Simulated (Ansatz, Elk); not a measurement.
**Bonding as seen by X-rays: KZn**

Structure refinements treat a crystal as free atoms side by side. For a made-up structure of KZn (cell and positions from a PBE relaxation) the runs below show what the calculated density changes in F(hkl).

Main program and level: Elk 11.2.3 (patched build); DFT, PBE, all-electron APW+lo, Dirac cores, scalar-relativistic bands, static density, no spin.

This account leaves out most program logs.

The structure was built from a prototype and need not be the compound's stable phase.

### Step 1. Set-up

It takes space group Pm-3m (No. 221, cubic). The conventional cell has a = 4.198 Å, b = 4.198 Å, c = 4.198 Å, α = 90.00°, β = 90.00°, γ = 90.00°. Nearest to Zn lie 8 K at 3.64 Å. Nearest to K lie 8 Zn at 3.64 Å. Farther neighbours are not listed.

Structure file:

```cif
data_structure
_symmetry_space_group_name_H-M 'P 1'
_symmetry_Int_Tables_number 1
_cell_length_a 4.1984
_cell_length_b 4.1984
_cell_length_c 4.1984
_cell_angle_alpha 90.000
_cell_angle_beta 90.000
_cell_angle_gamma 90.000
_cell_volume 74.00
loop_
_atom_site_label
_atom_site_type_symbol
_atom_site_fract_x
_atom_site_fract_y
_atom_site_fract_z
_atom_site_occupancy
Zn1 Zn 0.00000 0.00000 0.00000 1
K2 K 0.50000 0.50000 0.50000 1
```

### Step 2. Ground state and structure factors

An all-electron density is needed, since X-rays see the cores too. Task 0 finds the density and task 195 Fourier-transforms it; tshift is off so that phases refer to the origin typed.

elk.in

```
tasks
  0
  195

xctype
  20

spinpol
  .false.

rgkmax
  7.0

gmaxvr
  14.0

lmaxo
  7

lmaxapw
  8

swidth
  0.002

tshift
  .false.

ramdisk
  .false.

hmaxvr
  5.5

maxscl
  120

epspot
  1e-06

sppath
  './'

avec
  7.93373849972 0.00000000000 0.00000000000
  0.00000000000 7.93373849972 0.00000000000
  0.00000000000 0.00000000000 7.93373849972

atoms
  2
  'Zn.in'
  1
  0.0000000000 -0.0000000000 -0.0000000000   0.000000 0.000000 0.000000
  'K.in'
  1
  0.5000000000 0.5000000000 0.5000000000   0.000000 0.000000 0.000000

ngridk
  5 5 5
```

The run is started by

```
$ OMP_NUM_THREADS=4 elk
```

Elapsed: 8.9 s, on 4 threads of Arm Neoverse V1, shared host; peak memory 0.16 GiB; 15 s of CPU time.

SFACRHO.OUT:

```text

h k l indices transformed by vhmat matrix:
   1.000000000       0.000000000       0.000000000    
   0.000000000       1.000000000       0.000000000    
   0.000000000       0.000000000       1.000000000    

      h      k      l  multipl.   |H|            Re(F)            Im(F)           |F|

      0      0      0      1   0.0000000       49.000000      0.24465394E-16   49.000000    
     -1      0      0      6  0.79195770       11.089304     -0.19811134E-14   11.089304    
      1     -1      0     12   1.1199973       40.021442     -0.15603346E-14   40.021442    
     -1     -1     -1      8   1.3717110       10.341973     -0.48705077E-14   10.341973    
      0      0     -2      6   1.5839154       35.365925      0.33039517E-14   35.365925    
     -1     -2      0     24   1.7708713       9.9010382     -0.43297723E-14   9.9010382    
      1     -2      1     24   1.9398923       32.063729     -0.13117717E-14   32.063729    
      0      2     -2     12   2.2399946       29.536289      0.23388925E-14   29.536289    
      0     -3      0      6   2.3758731       8.8936683     -0.36675635E-14   8.8936683    
     -1      2     -2     24   2.3758731       8.8975609     -0.55821099E-14   8.8975609    
      3      1      0     24   2.5043901       27.519736     -0.46569431E-14   27.519736    
      1     -3      1     24   2.6266265       8.3504915     -0.11533581E-14   8.3504915    
     -2      2      2      8   2.7434220       25.865324     -0.21766535E-14   25.865324    
     -3      2      0     24   2.8554441       7.8102698      0.27926074E-14   7.8102698    
     -3      1      2     48   2.9632344       24.476080     -0.94873134E-14   24.476080    
      0     -4      0      6   3.1678308       23.287595      0.39857641E-14   23.287595    
      2     -2     -3     24   3.2653253       6.8021363     -0.29246141E-14   6.8021363    
      4     -1      0     24   3.2653253       6.8014938      0.29111355E-14   6.8014938
```

Elk indexes on the primitive cell of elk.in and gives |H| = 4π sin θ/λ in inverse bohr. Below, one row stands for each form hkl of the conventional cell (m members, Friedel mates merged), F is for one primitive cell and the density is static (no thermal factor). Free-atom factors are Waasmaier and Kirfel's, and R is Σm||F|−|F'||/Σm|F|.

| hkl | m | sin θ/λ (Å⁻¹) | abs F, DFT | neutral atoms | diff. |
| --- | --- | --- | --- | --- | --- |
| 100 | 6 | 0.119 | 11.089 | 11.089 | -0.000 |
| 110 | 12 | 0.168 | 40.021 | 40.120 | -0.099 |
| 111 | 8 | 0.206 | 10.342 | 10.515 | -0.173 |
| 200 | 6 | 0.238 | 35.366 | 35.507 | -0.141 |
| 210 | 24 | 0.266 | 9.901 | 10.084 | -0.183 |
| 211 | 24 | 0.292 | 32.064 | 32.195 | -0.132 |
| 220 | 12 | 0.337 | 29.536 | 29.634 | -0.098 |
| 300 | 6 | 0.357 | 8.894 | 9.013 | -0.119 |
| 221 | 24 | 0.357 | 8.898 | 9.013 | -0.115 |
| 310 | 24 | 0.377 | 27.520 | 27.584 | -0.064 |
| 311 | 24 | 0.395 | 8.351 | 8.435 | -0.085 |
| 222 | 8 | 0.413 | 25.865 | 25.903 | -0.038 |
| 320 | 24 | 0.429 | 7.810 | 7.868 | -0.058 |
| 321 | 48 | 0.446 | 24.476 | 24.498 | -0.022 |
| 400 | 6 | 0.476 | 23.288 | 23.302 | -0.014 |
| 322 | 24 | 0.491 | 6.802 | 6.821 | -0.019 |
| 410 | 24 | 0.491 | 6.801 | 6.821 | -0.019 |
| 411 | 24 | 0.505 | 22.256 | 22.268 | -0.012 |
| 330 | 12 | 0.505 | 22.255 | 22.268 | -0.013 |
| 331 | 24 | 0.519 | 6.347 | 6.352 | -0.005 |
| 420 | 24 | 0.533 | 21.349 | 21.362 | -0.012 |
| 421 | 48 | 0.546 | 5.929 | 5.923 | +0.006 |

### Step 3. The highest occupied states alone

An energy window below the Fermi level keeps the highest occupied states, to see at which angles they scatter; shallow core shells can lie inside it and anion s states outside. No new self-consistency is needed.

Changes to elk.in since step 2:

```diff
@@ -1,3 +1,2 @@
 tasks
-  0
   195
@@ -40,2 +39,5 @@
 
+wsfac
+  -0.470930 0.380310
+
 sppath
```

The run is started by

```
$ OMP_NUM_THREADS=4 elk
```

Wall time 5.4 s (4 threads); peak memory 0.16 GiB.

States within 15 eV below the Fermi level hold 16.98 electrons; any levels below the window count with the cores. Their amplitudes can exceed the total, where window and core parts have opposite phase:

| hkl | sin θ/λ (Å⁻¹) | abs F, window | abs F, all |
| --- | --- | --- | --- |
| 100 | 0.119 | 6.665 | 11.089 |
| 110 | 0.168 | 10.740 | 40.021 |
| 111 | 0.206 | 5.457 | 10.342 |
| 200 | 0.238 | 8.147 | 35.366 |
| 210 | 0.266 | 4.877 | 9.901 |
| 211 | 0.292 | 6.490 | 32.064 |
| 220 | 0.337 | 5.313 | 29.536 |
| 300 | 0.357 | 4.023 | 8.894 |
| 221 | 0.357 | 4.026 | 8.898 |
| 310 | 0.377 | 4.435 | 27.520 |

### Step 4. Another functional

The difference from free atoms is small, so it is set against the change that LDA (Perdew-Wang) makes.

Changes to elk.in since step 3:

```diff
@@ -1,2 +1,3 @@
 tasks
+  0
   195
@@ -4,3 +5,3 @@
 xctype
-  20
+  3
 
@@ -39,5 +40,2 @@
 
-wsfac
-  -0.470930 0.380310
-
 sppath
```

The run is started by

```
$ OMP_NUM_THREADS=4 elk
```

Wall time 5.4 s (4 threads); peak memory 0.16 GiB; 9.5 s of CPU time.

Against the first run R = 0.06 %; the largest change is -0.022 at 200.

### Step 5. Basis size

The basis and the expansions that go with it are enlarged, to see whether the differences are converged.

Changes to elk.in since step 4:

```diff
@@ -5,3 +5,3 @@
 xctype
-  3
+  20
 
@@ -11,12 +11,12 @@
 rgkmax
-  7.0
+  8.5
 
 gmaxvr
-  14.0
+  18.0
 
 lmaxo
-  7
+  9
 
 lmaxapw
-  8
+  10
```

The run is started by

```
$ OMP_NUM_THREADS=4 elk
```

The job ended after 21 s (4 threads; peak memory 0.23 GiB).

Against the first run R = 0.01 %; the largest change is -0.005 at 321.

### Step 6. A coarser k-mesh

About half the k-points along each axis test the sampling.

Changes to elk.in since step 5:

```diff
@@ -11,12 +11,12 @@
 rgkmax
-  8.5
+  7.0
 
 gmaxvr
-  18.0
+  14.0
 
 lmaxo
-  9
+  7
 
 lmaxapw
-  10
+  8
 
@@ -58,2 +58,2 @@
 ngridk
-  5 5 5
+  2 2 2
```

The run is started by

```
$ OMP_NUM_THREADS=4 elk
```

Run time: 8.4 s. Hardware: 4 threads; peak memory 0.16 GiB.

Against the first run R = 0.01 %; the largest change is +0.027 at 100.

### Step 7. Settings against the effect

| run | R against the first run (%) | R against neutral atoms, low angle (%) | wall time |
| --- | --- | --- | --- |
| PBE, rgkmax 7 | 0.00 | 0.59 | 8.9 s |
| LDA (Perdew-Wang) | 0.06 | 0.62 | 5.4 s |
| rgkmax 8.5 with larger expansions | 0.01 | 0.59 | 21 s |
| k-mesh 2×2×2 | 0.01 | 0.61 | 8.4 s |

### Step 8. Summary of results

```
R against neutral atoms, sin θ/λ < 0.3 Å⁻¹ : 0.59 %
R against neutral atoms, 0.3 to 0.83 Å⁻¹   : 0.29 %
```

In words: Independent neutral atoms miss the calculated amplitudes by R = 0.59 % below 0.3 Å⁻¹ and 0.29 % from there to 0.83 Å⁻¹; by shells, 0.00 % below 0.15 Å⁻¹ (1 form), 0.62 % 0.15 to 0.3 (5 forms), 0.36 % 0.3 to 0.45 (8 forms), 0.27 % above 0.45 (41 forms). Bonding, aspherical density and the tables' own atoms all enter these figures, and the runs don't part them. The largest change of an amplitude is -0.18 electrons, at 210. The window's part falls from 17.0 electrons at the origin to at most 2.79 between 0.45 and 0.83 Å⁻¹, where compact states inside the window still scatter. The window holds more than the 13 outer electrons of the free atoms, so shallow core shells lie inside it. Below 0.3 Å⁻¹ the changes that finished (LDA (Perdew-Wang), rgkmax 8.5 with larger expansions and k-mesh 2×2×2) move F by R = 0.05 % at most, against the 0.59 % that separates it from free atoms. Part of the difference isn't bonding: the tables are fits to free atoms and ions calculated by other methods than this functional. Thermal motion, anomalous dispersion and extinction are left out.

[Logs are printed without paths, hosts, clocks, repeated set-up lines and the standing remarks that a program may print on its own settings, such as how far it seeks lower states.]

[Hosts, paths, dates, database ids (printed as entryN), source tags and the programs' standing remarks are cut or masked in the printed files.]
